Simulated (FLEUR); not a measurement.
# free Fe(001) film, 3 layers: which magnetic order is lowest, part 2 of 2

A self-consistent run ends on one state, which hangs on the start. Several orders of free Fe(001) film, 3 layers are started in FLEUR and their energies compared.

FLEUR MaX-R8.1; LDA (VWN); all-electron FLAPW film, Dirac cores, scalar-relativistic bands.

So far. Step 2 (Run 1 (ferro +++)): After 29 cycles the largest moment stands at 2.92 μB.

## 4. Start 3: no spin polarisation

Without spin polarisation no moment can form, so the difference from the other runs is what forming moments gains.

Contents of inp.xml:

```
<?xml version="1.0" encoding="UTF-8" standalone="no"?>
<fleurInput fleurInputVersion="0.39">
   <comment>
      Fe
   </comment>
   <calculationSetup>
      <cutoffs Kmax="3.68" Gmax="11.0" GmaxXC="11.0" numbands="0"/>
      <scfLoop itmax="120" minDistance="0.00002" maxIterBroyd="15" imix="Anderson" alpha="0.03" precondParam="0.0" spinf="2.0" sdNocoIR="T"/>
      <coreElectrons ctail="T" frcor="F" kcrel="1" coretail_lmax="0"/>
      <xcFunctional name="vwn" relativisticCorrections="F"/>
      <magnetism jspins="1"/>
      <soc l_soc="F" theta="0.0" phi="0.0" spav="F"/>
      <expertModes spex="0" secvar="F"/>
      <geometryOptimization l_f="F" forcealpha="1.0" forcemix="BFGS" epsdisp="0.00001" epsforce="0.00001"/>
      <ldaU l_linMix="F" mixParam="0.05" spinf="1.0"/>
   </calculationSetup>
   <cell>
      <bzIntegration valenceElectrons="48.0" mode="hist" fermiSmearingEnergy="0.00183747">
         <kPointListSelection listName="default-1"/>
         <xi:include xmlns:xi="http://www.w3.org/2001/XInclude" href="kpts.xml"> </xi:include>
      </bzIntegration>
      <xi:include xmlns:xi="http://www.w3.org/2001/XInclude" href="sym.xml"> </xi:include>
      <filmLattice scale="1.0" dVac="10.68" dTilda="13.18">
         <bravaisMatrixFilm>
            <row-1>    5.4159550731035999     0.0000000000000000</row-1>
            <row-2>    0.0000000000000000     5.4159550731035999</row-2>
         </bravaisMatrixFilm>
         <vacuumEnergyParameters vacuum="1" spinUp="-.25" spinDown="-.25"/>
      </filmLattice>
   </cell>
   <atomSpecies>
      <species name="Iron (Fe)" element="Fe" atomicNumber="26">
         <mtSphere radius="2.23" gridPoints="737" logIncrement="0.016"/>
         <atomicCutoffs lmax="8" lnonsphr="6"/>
         <electronConfig flipSpins="F">
            <coreConfig>(1s1/2) (2s1/2) (2p1/2) (2p3/2)</coreConfig>
            <valenceConfig>(3s1/2) (3p1/2) (3p3/2) (4s1/2) (3d3/2) (3d5/2)</valenceConfig>
            <stateOccupation state="(3d3/2)" spinUp="1.200000" spinDown="1.200000"/>
            <stateOccupation state="(3d5/2)" spinUp="1.800000" spinDown="1.800000"/>
         </electronConfig>
         <energyParameters s="4" p="4" d="3" f="4"/>
         <lo type="SCLO" l="0" n="3" eDeriv="0"/>
         <lo type="SCLO" l="1" n="3" eDeriv="0"/>
      </species>
   </atomSpecies>
   <atomGroups>
      <atomGroup species="Iron (Fe)">
         <filmPos label="                   1">.0000000000 .0000000000 -2.7079828732</filmPos>
         <filmPos label="                   3">.0000000000 .0000000000 2.7079828732</filmPos>
         <force calculate="T" relaxXYZ="TTT"/>
      </atomGroup>
      <atomGroup species="Iron (Fe)">
         <filmPos label="                   2">1.000/2.000 1.000/2.000 .0000000000</filmPos>
         <force calculate="T" relaxXYZ="TTT"/>
      </atomGroup>
   </atomGroups>
   <output dos="F" band="F" slice="F">
      <bandDOS minEnergy="-.5*Htr" maxEnergy="0.5*Htr" sigma="0.015" storeEVData="T"/>
      <plotting iplot="0" polar="F">
         <plot TwoD="T" vec1="  1.0  0.0  0.0" vec2="  0.0  1.0  0.0" vec3="  0.0  0.0  1.0" zero="  0.0  0.0 -0.5" file="plot"/>
      </plotting>
      <moessbauerParams electricFieldGradient="F" isomerShift="T" coreHyperfine="T" valenceHyperfine="T"/>
   </output>
</fleurInput>
```

Contents of crystal.txt:

```
Fe
&input film=T cartesian=F /
2.86600000000  0.00000000000  0.00000000000
0.00000000000  2.86600000000  0.00000000000
0.00000000000  0.00000000000  1.00000000000
1.8897261246
1.0 1.0 1.0

3
26 0.00000000000  0.00000000000  -2.70798287318
26 0.50000000000  0.50000000000  0.00000000000
26 0.00000000000  0.00000000000  2.70798287318

&kpt div1=10 div2=10 div3=1 gamma=T /
```

Launch:

```bash
OMP_NUM_THREADS=1 inpgen -f crystal.txt > inpgen.log  # inp.xml is then edited as shown
OMP_NUM_THREADS=1 mpirun -n 4 fleur_MPI > fleur.log
```

The program printed:

```text
[banner, memory and clock lines left out]
Welcome to FLEUR        (www.flapw.de)
      MaX-Release 8.1          (www.max-centre.eu)

 ========== k-point set info ==========
 Selected k-point list: default-1
 k-point list type: mesh
 0 x 0 x 0
 Number of k points: 24

 [... set-up left out ...]
 Iteration:     1   Distance:      35.68262611 me/bohr^3
 [... lines of the core solver left out ...]
 Iteration:     2   Distance:      18.66946246 me/bohr^3
 [... lines of the core solver left out ...]
 Iteration:     3   Distance:      15.58239914 me/bohr^3
[...]
<FermiEnergy value="-0.1768454430" units="Htr"/>
         [... left out ...]
         <totalEnergy value="    -3811.5630689200" units="Htr">
            <sumOfEigenvalues value="    -2242.2047436262">
               <coreElectrons value="-2178.6138013282"/>
               <valenceElectrons value="-63.5909422980"/>
            </sumOfEigenvalues>
         [... left out ...]
            <freeEnergy value="-3811.5683011231"/>
            <extrapolationTo0K value="-3811.5656850216"/>
         </totalEnergy>
         <densityConvergence units="me/bohr^3">
            <chargeDensity spin="1" distance="0.0000050397"/>
         </densityConvergence>
      </iteration>
```

Run time: 13 s. Hardware: 4 MPI ranks of Arm Neoverse V1, shared host; peak memory 0.2 GiB; 53 s of CPU time.

This step gave:

```
free energy                                                       : -103718.0572 eV
program's band gap on this mesh (in a metal only a level spacing) : 0 eV
final state                                                       : non-magnetic (no spin polarisation)
```

It lies 665 meV a seeded atom over the first start.

## 5. The states side by side

Free energies are divided by the number of seeded atoms.

Orders:

```
               start    final state  typed order kept  energy over the lowest (meV a seeded atom)  largest sphere moment (μB)  net moment (μB a primitive cell)  mesh matched  CPU time (s)
           ferro +++  ferromagnetic               yes                                           0                       2.916                             8.395           yes         100.4
no spin polarisation   non-magnetic                 -                                       664.5                           0                                 0           yes          53.3
```

## 6. Spin–orbit coupling, moments along z

Spin–orbit coupling ties the spins to the lattice and lets orbital moments form.

A new self-consistent run of the start ferro +++, with the moments along z.

Contents of inp.xml:

```
<?xml version="1.0" encoding="UTF-8" standalone="no"?>
<fleurInput fleurInputVersion="0.39">
   <comment>
      Fe
   </comment>
   <calculationSetup>
      <cutoffs Kmax="3.68" Gmax="11.0" GmaxXC="11.0" numbands="108"/>
      <scfLoop itmax="120" minDistance="0.00002" maxIterBroyd="15" imix="Anderson" alpha="0.03" precondParam="0.0" spinf="2.0" sdNocoIR="T"/>
      <coreElectrons ctail="T" frcor="F" kcrel="1" coretail_lmax="0"/>
      <xcFunctional name="vwn" relativisticCorrections="F"/>
      <magnetism jspins="2"/>
      <soc l_soc="T" theta="0.0" phi="0.0" spav="F"/>
      <expertModes spex="0" secvar="F"/>
      <geometryOptimization l_f="F" forcealpha="1.0" forcemix="BFGS" epsdisp="0.00001" epsforce="0.00001"/>
      <ldaU l_linMix="F" mixParam="0.05" spinf="1.0"/>
   </calculationSetup>
   <cell>
      <bzIntegration valenceElectrons="48.0" mode="hist" fermiSmearingEnergy="0.00183747">
         <kPointListSelection listName="default-1"/>
         <xi:include xmlns:xi="http://www.w3.org/2001/XInclude" href="kpts.xml"> </xi:include>
      </bzIntegration>
      <xi:include xmlns:xi="http://www.w3.org/2001/XInclude" href="sym.xml"> </xi:include>
      <filmLattice scale="1.0" dVac="10.68" dTilda="13.18">
         <bravaisMatrixFilm>
            <row-1>    5.4159550731035999     0.0000000000000000</row-1>
            <row-2>    0.0000000000000000     5.4159550731035999</row-2>
         </bravaisMatrixFilm>
         <vacuumEnergyParameters vacuum="1" spinUp="-.25" spinDown="-.25"/>
      </filmLattice>
   </cell>
   <atomSpecies>
      <species name="Iron (Fe) 2.800" element="Fe" atomicNumber="26">
         <mtSphere radius="2.23" gridPoints="737" logIncrement="0.016"/>
         <atomicCutoffs lmax="8" lnonsphr="6"/>
         <electronConfig flipSpins="F">
            <coreConfig>(1s1/2) (2s1/2) (2p1/2) (2p3/2)</coreConfig>
            <valenceConfig>(3s1/2) (3p1/2) (3p3/2) (4s1/2) (3d3/2) (3d5/2)</valenceConfig>
            <stateOccupation state="(3d3/2)" spinUp="1.4" spinDown="1.0"/>
            <stateOccupation state="(3d5/2)" spinUp="3.0" spinDown="0.6"/>
         </electronConfig>
         <energyParameters s="4" p="4" d="3" f="4"/>
         <lo type="SCLO" l="0" n="3" eDeriv="0"/>
         <lo type="SCLO" l="1" n="3" eDeriv="0"/>
      </species>
   </atomSpecies>
   <atomGroups>
      <atomGroup species="Iron (Fe) 2.800">
         <filmPos label="                   1">.0000000000 .0000000000 -2.7079828732</filmPos>
         <filmPos label="                   3">.0000000000 .0000000000 2.7079828732</filmPos>
         <force calculate="T" relaxXYZ="TTT"/>
      </atomGroup>
      <atomGroup species="Iron (Fe) 2.800">
         <filmPos label="                   2">1.000/2.000 1.000/2.000 .0000000000</filmPos>
         <force calculate="T" relaxXYZ="TTT"/>
      </atomGroup>
   </atomGroups>
   <output dos="F" band="F" slice="F">
      <bandDOS minEnergy="-.5*Htr" maxEnergy="0.5*Htr" sigma="0.015" storeEVData="T"/>
      <plotting iplot="0" polar="F">
         <plot TwoD="T" vec1="  1.0  0.0  0.0" vec2="  0.0  1.0  0.0" vec3="  0.0  0.0  1.0" zero="  0.0  0.0 -0.5" file="plot"/>
      </plotting>
      <moessbauerParams electricFieldGradient="F" isomerShift="T" coreHyperfine="T" valenceHyperfine="T"/>
   </output>
</fleurInput>
```

Contents of crystal.txt:

```
Fe
&input film=T cartesian=F /
2.86600000000  0.00000000000  0.00000000000
0.00000000000  2.86600000000  0.00000000000
0.00000000000  0.00000000000  1.00000000000
1.8897261246
1.0 1.0 1.0

3
26 0.00000000000  0.00000000000  -2.70798287318 : 2.800
26 0.50000000000  0.50000000000  0.00000000000 : 2.800
26 0.00000000000  0.00000000000  2.70798287318 : 2.800

&soc 0.0000000 0.0000000 /
&kpt div1=10 div2=10 div3=1 gamma=T /
```

The program printed:

```text
[banner, memory and clock lines left out]
Welcome to FLEUR        (www.flapw.de)
      MaX-Release 8.1          (www.max-centre.eu)

 ========== k-point set info ==========
 Selected k-point list: default-1
 k-point list type: mesh
 0 x 0 x 0
 Number of k points: 28

 [... set-up left out ...]
 Iteration:     1   Distance:      25.10143929 me/bohr^3
 [... lines of the core solver left out ...]
 Iteration:     2   Distance:      14.05142190 me/bohr^3
 [... lines of the core solver left out ...]
 Iteration:     3   Distance:      11.53779698 me/bohr^3
 [... lines of the core solver left out ...]
 Iteration:     4   Distance:       8.27960204 me/bohr^3
 [... lines of the core solver left out ...]
 Iteration:     5   Distance:       6.59678690 me/bohr^3
 [... lines of the core solver left out ...]
 Iteration:     6   Distance:       6.13355227 me/bohr^3
 [... lines of the core solver left out ...]
 Iteration:     7   Distance:       4.76887747 me/bohr^3
 [... lines of the core solver left out ...]
[... rest left out ...]

--- out.xml (last complete iteration) ---
<iteration numberForCurrentRun="   28" overallNumber="   28">
         [... left out ...]
         <bandgap value="0.0000000000" units="eV"/>
         <sumValenceSingleParticleEnergies value="-63.0498187989" units="Htr"/>
         <FermiEnergy value="-0.1522585022" units="Htr"/>
         [... left out ...]
         <magneticMomentsInMTSpheres units="muBohr">
            <globalMagMoment atomType="1" vec="0.00000   0.00000   2.91317"/>
            <globalMagMoment atomType="2" vec="0.00000   0.00000   2.32827"/>
         </magneticMomentsInMTSpheres>
         <orbitalMomentsInMTSpheres units="muBohr">
            <globalMagMoment atomType="1" vec="0.00000   0.00000   0.08579"/>
            <globalMagMoment atomType="2" vec="0.00000   0.00000   0.04985"/>
         </orbitalMomentsInMTSpheres>
         [... left out ...]
         <totalEnergy value="    -3811.6422438760" units="Htr">
            <sumOfEigenvalues value="    -2240.8973706950">
               <coreElectrons value="-2177.8475518961"/>
               <valenceElectrons value="-63.0498187989"/>
            </sumOfEigenvalues>
         [... left out ...]
            <freeEnergy value="-3811.6433775003"/>
            <extrapolationTo0K value="-3811.6428106881"/>
         </totalEnergy>
         <densityConvergence units="me/bohr^3">
            <chargeDensity spin="1" distance="0.0000115019"/>
            <chargeDensity spin="2" distance="0.0000109307"/>
            <overallChargeDensity distance="0.0000163823"/>
            <spinDensity distance="0.0000153351"/>
         </densityConvergence>
      </iteration>
```

Run time: 69 s. Hardware: 4 MPI ranks; peak memory 0.36 GiB; 4.6 min of CPU time.

Spin moment in the muffin-tin sphere by atom:

```csv
atom,spin moment in the muffin-tin sphere (μB)
Fe1,2.91
Fe2,2.33
Fe3,2.91
```

Read from the output:

```
free energy                                                       : -103720.1002 eV
program's band gap on this mesh (in a metal only a level spacing) : 0 eV
magnetization                                                     : 8.388 μB
final state                                                       : ferromagnetic
orbital moment along the spin                                     : 0.08579 μB
```

Orbital moment in the sphere, along the spin axis by atom:

| atom | orbital moment in the sphere, along the spin axis (μB) |
| --- | --- |
| Fe1 | 0.0858 |
| Fe2 | 0.0498 |
| Fe3 | 0.0858 |

Fields along z, the direction of positive moments; semicore shells count as valence. Hyperfine fields at the nuclei:

```
atom  core contact (T)  valence contact (T)  dipolar (T)  orbital (T)  sum (T)  density at the nucleus (e/bohr³)
 Fe1            -67.03                48.13        2.125        4.985   -11.79                             15067
 Fe2            -56.02                19.56       -1.738        2.736   -35.46                             15067
 Fe3            -67.03                48.13        2.125        4.985   -11.79                             15067
```

## 7. Results

```yaml
lower_run: with moments
largest_site_spin_moment: 2.92 μB
next_finished_state: non-magnetic, 665 meV a seeded atom higher
energy_gained_by_spin_polarisation: 665 meV a seeded atom
hyperfine_field_at_fe1_along_its_moment: -11.8 T
orbital_moment_on_the_atom_of_largest_spin_along_its_spin_spin_orbit_run: 0.0858 μB
```

What this shows: No opposed order could be compared. The parallel start holds moments up to 2.92 μB. 1 start gave no converged result and is missing from the ranking; a lower order may hide there. At Fe1 the core shells give -67.0 T and the valence and semicore s states 48.1 T along the moment, -6.49 T per μB together; orbital and dipolar parts add 7.1 T. Semilocal functionals tend to give too weak a core polarisation. The orbital moment is parallel to the spin. No antiferromagnetic order was obtained, so the session says nothing on how the moments order.

[Logs and program files are shortened in this print: banners, set-up blocks, solver, clock and traceback lines can be left out without a mark of their own.]

[Logs are printed without paths, hosts, clocks, repeated set-up lines and the standing remarks that a program may print on its own settings, such as how far it seeks lower states.]

[Hosts, paths, dates, database ids (printed as entryN), source tags and the programs' standing remarks are cut or masked in the printed files.]

[Where a cell is said to come from a database of computed structures, the database is the Materials Project.]
